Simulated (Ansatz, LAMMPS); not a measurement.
# Forces and charges in liquid (Cs,Rb)Br at 1210 K (90 atoms)

What does DFT give for liquid (Cs,Rb)Br at 1210 K (90 atoms) as built?

Calculated with Ansatz 0.2.0; Kohn-Sham DFT, PBE, PAW (set soft_2), plane waves.

### 1. The structure

The cell holds 90 atoms: 19 Cs, 26 Rb and 45 Br. Its edges and angles: a = 16.982 Å, b = 16.982 Å, c = 16.982 Å, α = 90.0°, β = 90.0°, γ = 90.0°. 90 atoms (19 Cs, 26 Rb, 45 Br) placed at random at 2.83 g/cm³, melted at 1800 K for 10 ps at fixed volume with the Lennard-Jones and Coulomb ion parameters for SPC/E (Joung and Cheatham, J. Phys. Chem. B 112, 9020 (2008)), full charges. Snapshot at the end of a hold of 20 ps at 1210 K and fixed volume.

Before any run, some limits are plain. The starting topology of bonds comes from the classical model, and needn't be the one that DFT or experiment would give. The ion parameters were fitted for water, not for melts, so the starting structure of this cell may lie well off the real melt's. Only the Γ point is sampled, in a cell whose shortest periodic width is 17 Å. Spin–orbit coupling is left out, which matters for the levels of the heavy elements.

### 2. How the cell was made

A classical potential makes the cell, at a small fraction of what the same run would cost in DFT.

This step: classical MD, Lennard-Jones and Coulomb ion parameters for SPC/E (Joung and Cheatham, J. Phys. Chem. B 112, 9020 (2008)), full charges (LAMMPS 22 Jul 2025 - Update 4).

Input file in.lmp:

```
# melt-quench of Cs19Rb26Br45
units metal
atom_style charge
boundary p p p
region box block 0 16.9817 0 16.9817 0 16.9817
create_box 3 box
mass 1 132.9055   # Cs
mass 2 85.4678   # Rb
mass 3 79.9040   # Br
create_atoms 1 random 19 572181 NULL overlap 2.2 maxtry 2000
create_atoms 2 random 26 572188 NULL overlap 2.2 maxtry 2000
create_atoms 3 random 45 572195 NULL overlap 2.2 maxtry 2000
pair_style lj/cut/coul/long 9.0
pair_modify mix arithmetic tail yes
pair_coeff 1 1 0.003897 3.6010   # Cs
pair_coeff 2 2 0.019302 3.0950   # Rb
pair_coeff 3 3 0.001169 4.9017   # Br
set type 1 charge 1
set type 2 charge 1
set type 3 charge -1
kspace_style pppm 1.0e-4
neigh_modify delay 0 every 1 check yes
thermo_style custom step time temp pe press density
thermo_modify norm yes
timestep 0.002
thermo 100
min_style cg
minimize 1e-4 1e-4 200 2000
reset_timestep 0
velocity all create 1800 572182 mom yes dist gaussian
fix lim all nve/limit 0.05
fix lan all langevin 1800 1800 0.2 572183 zero yes
thermo 500
run 1000 post no
# [... 10 lines left out ...]
compute msd all msd com yes
thermo 2500
fix md all nvt temp 1210 1210 0.2
run 10000 post no
print "== T1210: mean square displacement over the hold $(c_msd[4]:%.2f) A^2"
unfix md
uncompute msd
write_dump all custom T1210.dump id type xs ys zs modify sort id
```

Command:

```
> lmp -in in.lmp -log none -nocite
```

Numbers of over 12 decimals in the logs are rounded to 6 here.

Output:

```text
LAMMPS (22 Jul 2025 - Update 4)
Created orthogonal box = (0 0 0) to (16.9817 16.9817 16.9817)
Created 19 atoms
Created 26 atoms
Created 45 atoms
PPPM initialization ...
  G vector (1/distance) = 0.31215122
  grid = 12 12 12
  estimated relative force accuracy = 4.7731938e-05
   Step          Time           Temp          PotEng         Press         Density
         0   0              0              3.3377001      502530.89      2.8289826
       100   0.2            0             -3.2792752     -4411.1234      2.8289826
       105   0.21           0             -3.2815375     -5153.9787      2.8289826
[... 21 lines left out ...]
Loop time of 0.908759 s on 1 MPI rank(s) for 5000 steps with 90 atoms
   Step          Time           Temp          PotEng         Press         Density
[... 5 lines left out ...]
Loop time of 0.452602 s on 1 MPI rank(s) for 2500 steps with 90 atoms
   Step          Time           Temp          PotEng         Press         Density
[... 2 lines left out ...]
     12500   25             1298.855      -3.1232554      1762.8392      2.8289826
     15000   30             1150.1484     -3.1323656      194.87339      2.8289826
     17500   35             1183.2044     -3.1594752     -445.30767      2.8289826
     18500   37             1271.1183     -3.1054805      4609.8505      2.8289826
Loop time of 1.80437 s on 1 MPI rank(s) for 10000 steps with 90 atoms
== T1210: mean square displacement over the hold 42.09 A^2
```

Elapsed: 3.5 s, on 1 thread of Intel Xeon 6975P-C (Granite Rapids), shared host; peak memory 0.073 GiB.

### 3. Plane-wave single point

One self-consistent run at the given positions yields energy and forces.

Input file input.yaml:

```yaml
crystal:
  lattice:
    - [16.9817, 0.0, 0.0]
    - [0.0, 16.9817, 0.0]
    - [0.0, 0.0, 16.9817]
  atoms:
    - { symbol: Cs, position: [0.55354, 0.2588, 0.80004] }
    - { symbol: Cs, position: [0.83123, 0.46544, 0.2342] }
    - { symbol: Cs, position: [0.00928, 0.8032, 0.85156] }
    - { symbol: Cs, position: [0.52666, 0.56064, 0.31829] }
    - { symbol: Cs, position: [0.29518, 0.54563, 0.475] }
    - { symbol: Cs, position: [0.60261, 0.39156, 0.10186] }
    - { symbol: Cs, position: [0.88038, 0.20499, 0.7822] }
    - { symbol: Cs, position: [0.30682, 0.76777, 0.31029] }
    - { symbol: Cs, position: [0.94713, 0.92448, 0.16267] }
    - { symbol: Cs, position: [0.67682, 0.36464, 0.51522] }
    - { symbol: Cs, position: [0.42802, 0.23328, 0.30001] }
    - { symbol: Cs, position: [0.86177, 0.1309, 0.2685] }
    - { symbol: Cs, position: [0.36394, 0.29998, 0.59249] }
    - { symbol: Cs, position: [0.94274, 0.24585, 0.46092] }
    - { symbol: Cs, position: [0.12001, 0.64009, 0.70419] }
    - { symbol: Cs, position: [0.3331, 0.61474, 0.82712] }
    - { symbol: Cs, position: [0.48049, 0.71248, 0.13958] }
    - { symbol: Cs, position: [0.00865, 0.78642, 0.44698] }
    - { symbol: Cs, position: [0.0272, 0.2038, 0.03592] }
    - { symbol: Rb, position: [0.77732, 0.75917, 0.21091] }
    - { symbol: Rb, position: [0.68509, 0.60336, 0.98485] }
    - { symbol: Rb, position: [0.72605, 0.19074, 0.08377] }
    - { symbol: Rb, position: [0.56584, 0.55819, 0.77504] }
    - { symbol: Rb, position: [0.50613, 0.84127, 0.553] }
    - { symbol: Rb, position: [0.12052, 0.37719, 0.64358] }
    - { symbol: Rb, position: [0.16236, 0.07184, 0.31434] }
    - { symbol: Rb, position: [0.2904, 0.97999, 0.02773] }
    - { symbol: Rb, position: [0.11156, 0.69975, 0.04638] }
    - { symbol: Rb, position: [0.5728, 0.93885, 0.18823] }
    - { symbol: Rb, position: [0.65874, 0.1142, 0.40009] }
    - { symbol: Rb, position: [0.35709, 0.49039, 0.06144] }
    - { symbol: Rb, position: [0.81798, 0.61432, 0.68939] }
    - { symbol: Rb, position: [0.24808, 0.80121, 0.53681] }
    - { symbol: Rb, position: [0.38668, 0.1955, 0.96228] }
    - { symbol: Rb, position: [0.07932, 0.01493, 0.80124] }
    - { symbol: Rb, position: [0.91735, 0.46339, 0.89888] }
    - { symbol: Rb, position: [0.33195, 0.97273, 0.73198] }
    - { symbol: Rb, position: [0.98221, 0.9684, 0.59785] }
    - { symbol: Rb, position: [0.71346, 0.03134, 0.69748] }
    - { symbol: Rb, position: [0.18299, 0.34735, 0.91749] }
    - { symbol: Rb, position: [0.05626, 0.58521, 0.24868] }
    - { symbol: Rb, position: [0.17768, 0.33423, 0.24217] }
    - { symbol: Rb, position: [0.51023, 0.80226, 0.86004] }
    - { symbol: Rb, position: [0.73152, 0.74115, 0.46196] }
    - { symbol: Rb, position: [0.74872, 0.96814, 0.97442] }
    - { symbol: Br, position: [0.42611, 0.15349, 0.73792] }
    - { symbol: Br, position: [0.71824, 0.02466, 0.21074] }
    - { symbol: Br, position: [0.49685, 0.21268, 0.10576] }
    - { symbol: Br, position: [0.42413, 0.66706, 0.43788] }
    - { symbol: Br, position: [0.90772, 0.45543, 0.40944] }
    - { symbol: Br, position: [0.24981, 0.22226, 0.12544] }
    - { symbol: Br, position: [0.24139, 0.93822, 0.21172] }
    - { symbol: Br, position: [0.00435, 0.29228, 0.87811] }
    - { symbol: Br, position: [0.78284, 0.3873, 0.07884] }
    - { symbol: Br, position: [0.00792, 0.23636, 0.27937] }
    - { symbol: Br, position: [0.81897, 0.64646, 0.87106] }
    - { symbol: Br, position: [0.05783, 0.90331, 0.99893] }
    - { symbol: Br, position: [0.1556, 0.61565, 0.8902] }
    - { symbol: Br, position: [0.67803, 0.58684, 0.58103] }
    - { symbol: Br, position: [0.6035, 0.77382, 0.31556] }
    - { symbol: Br, position: [0.46705, 0.61654, 0.97217] }
    - { symbol: Br, position: [0.35828, 0.9177, 0.43987] }
    - { symbol: Br, position: [0.12023, 0.93273, 0.44587] }
    - { symbol: Br, position: [0.86816, 0.78871, 0.58238] }
    - { symbol: Br, position: [0.6124, 0.44061, 0.91264] }
    - { symbol: Br, position: [0.27784, 0.66194, 0.13457] }
    - { symbol: Br, position: [0.73217, 0.2965, 0.32771] }
    - { symbol: Br, position: [0.25325, 0.35887, 0.43441] }
    - { symbol: Br, position: [0.26167, 0.50219, 0.64724] }
    - { symbol: Br, position: [0.1076, 0.41389, 0.06684] }
    - { symbol: Br, position: [0.54159, 0.93142, 0.7236] }
    - { symbol: Br, position: [0.45628, 0.91089, 0.04095] }
    - { symbol: Br, position: [0.94894, 0.70896, 0.13882] }
    - { symbol: Br, position: [0.50794, 0.23362, 0.49282] }
    - { symbol: Br, position: [0.14306, 0.85142, 0.73129] }
    - { symbol: Br, position: [0.39708, 0.73733, 0.69148] }
    - { symbol: Br, position: [0.64181, 0.78538, 0.05714] }
    - { symbol: Br, position: [0.03514, 0.15314, 0.6428] }
    - { symbol: Br, position: [0.87067, 0.94206, 0.76277] }
    - { symbol: Br, position: [0.1224, 0.63888, 0.43424] }
    - { symbol: Br, position: [0.42959, 0.42869, 0.23987] }
    - { symbol: Br, position: [0.70613, 0.15528, 0.87584] }
    - { symbol: Br, position: [0.01065, 0.49936, 0.70761] }
    - { symbol: Br, position: [0.88659, 0.83695, 0.32168] }
    - { symbol: Br, position: [0.66232, 0.58325, 0.17846] }
    - { symbol: Br, position: [0.39022, 0.386, 0.88024] }
    - { symbol: Br, position: [0.87569, 0.09739, 0.06781] }
    - { symbol: Br, position: [0.20638, 0.11195, 0.90017] }
    - { symbol: Br, position: [0.82243, 0.04126, 0.47625] }
    - { symbol: Br, position: [0.76922, 0.26056, 0.65352] }
kpoints:
  mp_grid: { grid: [1, 1, 1] }
hamiltonian:
  xc: pbe
scf:
  occupations: { method: fixed }
output:
  forces: true
  stress: true
  populations: true
  dos:
    method: { smearing: { sigma: 0.15 } }
    de: 0.1
    projected: { site_lists: { Br: [Br], Cs: [Cs], Rb: [Rb] } }
  eigenvalues: true
  write_density: true
  write_potential: true
  volumetric_format: npy
```

Command:

```
> ansatz run input.yaml --threads 8 --pin off --max-ram 15872MiB --backend cpu --events-out ev --progress --plain --runs-dir out
```

Output:

```text
Engine: ansatz 0.2.0, x86_64-unknown-linux-gnu
Pseudopotentials: kind: paw
Pseudopotential: Cs, paw, valence charge 9, recommended cutoff 420 eV (normal), Cs.paw.azcp
Pseudopotential: Rb, paw, valence charge 9, recommended cutoff 420 eV (normal), Rb.paw.azcp
Pseudopotential: Br, paw, valence charge 7, recommended cutoff 420 eV (normal), Br.paw.azcp
[... 5 lines on functional and potentials left out ...]
Crystal: 90 atoms, lattice volume = 4897.151 Å³
Basis set: ecut = 420 eV, 95769 PW (Γ), exchange–correlation on 240×240×240 points (8 copies of the dense FFT grid, shifted against one another)
Bands: 450, of which v1, the nominal top of the filled ones, is band 360 counted from 1 (359 counted from 0)
Symmetry: 1 space group operations
Space group: P1 (ITA 1), of the structure as read, at distance tolerance 1.7e-4 Å
k-points: 1
[... 7 lines on functional and potentials left out ...]
Initial density: superposition of atomic densities (neutral atoms: chi_scale 0, normalization atom), corrected by the library's trained network
Initial wavefunctions: pseudopotential atomic-orbital guess
Functional: x = pbe(κ = 0.804, μ = 0.219515), c = pbe(β = 0.066725)
SCF iter   1: F=—  HF=-318077.158298 eV  |F-HF|=—  |Δ(HF+E_count)|=         —  Δρ=8.39e-4  dr2=1.30e-1  ethr=1.77e-3  ⟨swp⟩=6.0  Hψ=1566  notcnv=0  defer=85
preconditioner: auto → Resta (q_TF=auto, 1.982 Å⁻¹)  ε∞=2.4  [insulator: Δε(μ)=2.767 eV  Ē_g=11.301 eV  n_scr=618 (ndim 8)  ℏωp=13.3 eV  f_vac=0.234  ε∞_Penn≈2.4]
SCF iter   2: F=—  HF=-318077.121045 eV  |F-HF|=—  |Δ(HF+E_count)|=   3.73e-2  Δρ=3.63e-4  dr2=2.49e-2  ethr=1.80e-5  ⟨swp⟩=4.0  Hψ=838  notcnv=0  defer=88
SCF iter   3: F=—  HF=-318077.120223 eV  |F-HF|=—  |Δ(HF+E_count)|=   8.22e-4  Δρ=1.32e-4  dr2=2.58e-3  ethr=3.46e-6  ⟨swp⟩=3.0  Hψ=898  notcnv=0  defer=88
SCF iter   4: F=—  HF=-318077.120549 eV  |F-HF|=—  |Δ(HF+E_count)|=   3.25e-4  Δρ=4.33e-5  dr2=2.01e-4  ethr=3.58e-7  ⟨swp⟩=2.0  Hψ=669  notcnv=0  defer=88
SCF iter   5: F=—  HF=-318077.120576 eV  |F-HF|=—  |Δ(HF+E_count)|=   2.73e-5  Δρ=1.20e-5  dr2=1.32e-5  ethr=2.79e-8  ⟨swp⟩=2.0  Hψ=681  notcnv=0  defer=88
SCF iter   6: F=—  HF=-318077.120784 eV  |F-HF|=—  |Δ(HF+E_count)|=   2.08e-4  Δρ=2.95e-6  dr2=7.94e-7  ethr=1.83e-9  ⟨swp⟩=2.0  Hψ=783  notcnv=0  defer=88
SCF iter   7: F=-318077.120784 eV  HF=-318077.120784 eV  |F-HF|=1.39e-8  |Δ(HF+E_count)|=   3.44e-7  Δρ=8.39e-7  dr2=7.19e-8  ethr=1.39e-11  ⟨swp⟩=29.0  Hψ=5426  notcnv=0
SCF 1 converged in 7 iterations: F = -318077.120784 eV  dr2 = 7.19e-8
  greatest PAW one-centre occupation: 0.973 electrons in one spin orbital (limit 2), on the Rb atom at site 28 (counted from 0), in its partial waves of l = 0
WARN: The input density's exchange-correlation potential varies sharply where the density is thin. Do not read a vacuum level from v_tot or v_xc, or from such a field of the output density. On a cell that repeats whose density bears no net charge and no dipole along the vacuum's axis use v_es (v_loc + v_h of the components); [...]
SCF converged after 7 iterations
Free energy (F): -318077.120784 eV
Harris-Foulkes:  -318077.120784 eV  (|F-HF|=1.39e-8)
Internal energy: -318077.120784 eV  (E = F + TS)
E sigma→0 (E₀):  -318077.120784 eV
Fermi energy:    1.007057 eV
--- Per-component energies (eV) ---
  E_band       = -5365.823145
  E_kinetic    = 13771.298902
  E_local      = -39715.930514  (includes V_loc(G=0)·N_el)
  E_nonlocal   = 8235.321017
  E_hartree    = 12450.462012
  E_xc         = -18657.771626
  E_vxc        = -10682.793508  (∫ρ·V_xc dr)
  E_paw        = -265432.204655  (= ΣΔE_a)
  E_vpaw       = -1874.632949  (= ΣTr[D̂ρ^β])
  E_aug_tail   = -0.000056  (compensation charges beyond the density's cutoff)
  E_ewald      = -28728.295864
  E_smearing   = -0.000000  (= −TS)
  E_closure    = 0.000000  (closes the sum)
  Σ components = -318077.120784   (vs F -318077.120784, Δ=0.00e0)
--- Forces (eV/Å), atoms counted from 1 ---
  atom   1  Cs     0.98917319     0.92982654     0.35252488
  atom   2  Cs     0.06699147     0.33522226     0.56830229
  atom   3  Cs    -1.00369267    -0.73950646    -0.05930015
  atom   4  Cs     0.72394744     0.34471299     0.48857764
  atom   5  Cs    -0.40487441    -0.38698219    -0.67816819
  atom   6  Cs    -0.97494874     0.06115605     0.36006556
  atom   7  Cs    -0.04439900    -0.91071423     0.02203704
  atom   8  Cs    -0.24451375     0.28811124    -0.16528401
  atom   9  Cs     0.27599724     0.01657732    -0.15136425
  atom  10  Cs     0.08558080     0.25435096    -0.14061536
  atom  11  Cs    -0.16406994     0.11822607    -0.15338666
  atom  12  Cs    -0.37784189    -0.20955740     0.45614545
  atom  13  Cs    -0.32078729     0.04342229     0.41568452
  atom  14  Cs    -0.29881264     0.19759076     0.57939922
[...]
atom  89  Br    -0.05440237     0.22179937     0.02754625
  atom  90  Br    -0.71078851     0.20971936    -0.70430122
  max |Σ_I F_I| component: 8.30e-5 eV/Å
--- Stress (GPa, compression-positive) ---
        1.268643       0.318584       0.151726
        0.318584       0.638793       0.298152
        0.151726       0.298152       0.910589
  P = ⅓ Tr σ = 0.9393 GPa (9.393 kbar)
--- Band table (eV) ---
  k-point 0: bands = ["-26.1726", "-25.9914", "-25.9530", "-25.8961", [... 434 levels ...], "6.6188", "6.6339", "6.6426", "6.6733", "6.6788", "6.6945", "6.7131", "6.7241", "6.7315", "6.7412", "6.7745", "6.7912"]
--- Löwdin populations: 90 sites ---
  site symbol       q [e]
     0     Cs      8.1988
     1     Cs      8.2028
     2     Cs      8.1970
[...]
89     Br      7.7228
  spilling = 0.004634 (of n_electrons = 720.000000)
```

Elapsed: 29 s, on 8 threads of Intel Xeon 6975P-C (Granite Rapids), shared host; peak memory 6 GiB.

The program notes that the exchange-correlation potential is rough where the density is thin.

Numbers from this run:

```
free energy                                      : -318077.1208 eV
free energy per atom                             : -3534.1902 eV/atom
SCF cycles                                       : 7
pressure                                         : 0.9393 GPa
r.m.s. force component                           : 0.3992 eV/Å
longest force                                    : 1.484 eV/Å
Fermi energy                                     : 1.007 eV
gap (highest filled to lowest empty level) : 2.58 eV
spilling of the projection                       : 0.004634
```

Length of the force by element:

```csv
element,coordination,atoms,mean length of the force (eV/Å),spread,least,most
Br,all,45,0.624,0.347,0.0824,1.48
Cs,all,19,0.724,0.340,0.254,1.40
Rb,all,26,0.465,0.298,0.0959,1.17
```

Löwdin charges by element (they lack the spilled electrons, 0.037 e an atom on average):

| element | coordination | atoms | mean charge (e) | spread | least | most |
| --- | --- | --- | --- | --- | --- | --- |
| Br | all | 45 | -0.708 | 0.0117 | -0.750 | -0.683 |
| Cs | all | 19 | 0.796 | 0.0107 | 0.774 | 0.821 |
| Rb | all | 26 | 0.772 | 0.0192 | 0.739 | 0.802 |

States in the cell by windows of 1 eV, zero at the Fermi level; the larger projections on atomic orbitals stand beside the total:

```csv
from (eV),to (eV),total,Br p,Cs p,Rb p,Rb s,Br s
-18,-15,0.0,0.0,0.0,0.0,0.0,0.0
-15,-14,0.1,0.0,0.0,0.0,0.0,0.1
-14,-13,51.0,0.0,0.5,0.8,1.3,47.1
-13,-12,38.0,0.0,0.2,0.6,0.9,35.5
-12,-11,18.2,0.0,0.0,17.1,0.0,1.0
-11,-10,101.6,0.6,0.1,99.9,0.1,0.8
-10,-9,37.1,0.4,0.0,36.1,0.0,0.5
-9,-8,1.6,0.0,1.5,0.0,0.0,0.0
-8,-7,97.3,2.3,93.9,0.1,0.2,0.6
-7,-6,15.1,0.5,14.3,0.0,0.0,0.2
-6,-3,0.0,0.0,0.0,0.0,0.0,0.0
-3,-2,7.9,7.3,0.1,0.1,0.3,0.0
-2,-1,182.4,172.4,1.8,0.8,3.0,0.2
-1,0,78.7,75.8,1.0,0.2,0.4,0.0
0,1,0.9,0.9,0.0,0.0,0.0,0.0
1,2,0.0,0.0,0.0,0.0,0.0,0.0
2,3,2.3,0.1,0.0,0.0,1.4,0.2
3,4,21.2,1.3,0.1,0.1,10.9,1.1
4,5,66.6,2.0,0.2,0.1,14.5,1.2
```

With fixed occupations the program's Fermi level is the highest filled level; weight inside the gap is the broadening of levels at its edges.

Between -26 and -18 eV lie 55 more states.

About 36 of the 720 electrons lie in deeper levels, below the stored range.

The levels nearest the highest filled one (over half full), pooled over k-points and spins:

```csv
level less the highest filled one (eV),occupation
-0.469,2
-0.460,2
-0.445,2
-0.236,2
-0.176,2
0,2
2.58,0
3.14,0
3.30,0
3.37,0
3.43,0
3.57,0
```

Electrostatic potential energy in the bc plane at fractional x = 0.112, with atoms of Cs and Rb and Br within 0.2 Å of it. With pseudopotentials it is smooth inside the atoms' cores, unlike the true potential.

Values in eV, 13 rows by 16 columns, each cell a mean:
```
  6   6   5   4   4   2   4   6   7   3   2   1   4   5   2   5
  0   4   6   6   5   2   3   5   6  -8  -6   5   4   4   5   3
-31   0   6   6   6   5   5   6   6   3   1   4   4   0   3  -9
 -1   4   6   6   5   0  -1   5   5 -12 -21  -5   3 -29  -8   2
  5   6   5   6   3 -24 -34   1   5  -4 -12   0   5   4   5   5
  6   7   7   6   4  -2  -4   4   6   6   5   5   4   5   6   6
  6   6   6   6   5   5   6   6   7   1  -9   4   4   5 -10 -10
  5   4   5   5   6   6   6   7   7 -11 -33   1   5   5 -18 -20
 -2  -8   3   5   5   5   5   5   5   4   4   6   5   6   6   5
  1  -2   4   5   3  -1   3   4   0  -7   1   5   6   6   6   5
  5   5   5   6   4   2   4   5   3   0   2   4   5   6   6   6
  6   5   5   5   6   4 -19  -5   6   4  -3 -11   3   6   7   7
  6   6   3   2   4   3 -24  -8   6   4 -17 -36  -2   5   0   5
```
Columns run along b (17.0 Å; values clipped at the 3rd and 97th percentile), rows up along c (17.0 Å). Atoms in or near the plane, at fractional coordinates: Cs at (0.64, 0.70), Rb at (0.38, 0.64), Rb at (0.70, 0.05), Br at (0.93, 0.45), Br at (0.41, 0.07), Br at (0.64, 0.43).

Valence density in the bc plane at fractional x = 0.112, with atoms of Cs and Rb and Br within 0.2 Å of it. It is the smooth field of the valence electrons, not physical close to the nuclei.

Ten steps, logarithmic in the rise over the least value, from '0' (0.0 e/Å³) to '9' (1.9 e/Å³), each cell a mean:
```
10011112222112334443211112344555431234677643
11123322111123454321001245776542111123444321
23333332111223454310001357888642111111111112
77643221101122222100001245776532112222211246
99863100000011100000000123444321112455543468
88742100000000000001111124677754224678875457
44321122110001244432222346887886335788886433
00112344321113689985322246887886323567764210
00123455432124899997421123577753111233322100
00012344321113589875210001122211000000000000
10001111110000133321000000111110000000112221
31000000000000000000000012455432111112356664
53100000000000000000000135788875322224688887
53100000000000000000000146887886322234688788
43332100000000000000000135788864211113467775
35676421111110000000000012344432100001123332
36787532122222322100000234432110000000000011
24565321122334554210001467764100000000000001
01111100111234554310001357753100000000000110
00000000001112333222111123321000000000000000
00000000111001234565431100001233210000000000
00000011222111357888753100024788752101111110
00000123443212468878863100147999974223455431
10000123443211346787642100136899963235677653
```
Columns run along b (17.0 Å), rows up along c (17.0 Å). Atoms in or near the plane, at fractional coordinates: Cs at (0.64, 0.70), Rb at (0.38, 0.64), Rb at (0.70, 0.05), Br at (0.93, 0.45), Br at (0.41, 0.07), Br at (0.64, 0.43).

Mean Löwdin charges: Br -0.71, Cs +0.80, Rb +0.77 e (they miss 0.46 % of the electrons, so they add up to more than the cell's charge). The largest share in the top eV of filled states is Br p (97 % of the projected weight), and in the lowest eV of empty states Rb s (65 % of the projected weight).

(Continued in part 2 of 2.)

[Logs are printed without paths, hosts, clocks, repeated set-up lines and the standing remarks that a program may print on its own settings, such as how far it seeks lower states.]

[Hosts, paths, dates, database ids (printed as entryN), source tags and the programs' standing remarks are cut or masked in the printed files.]
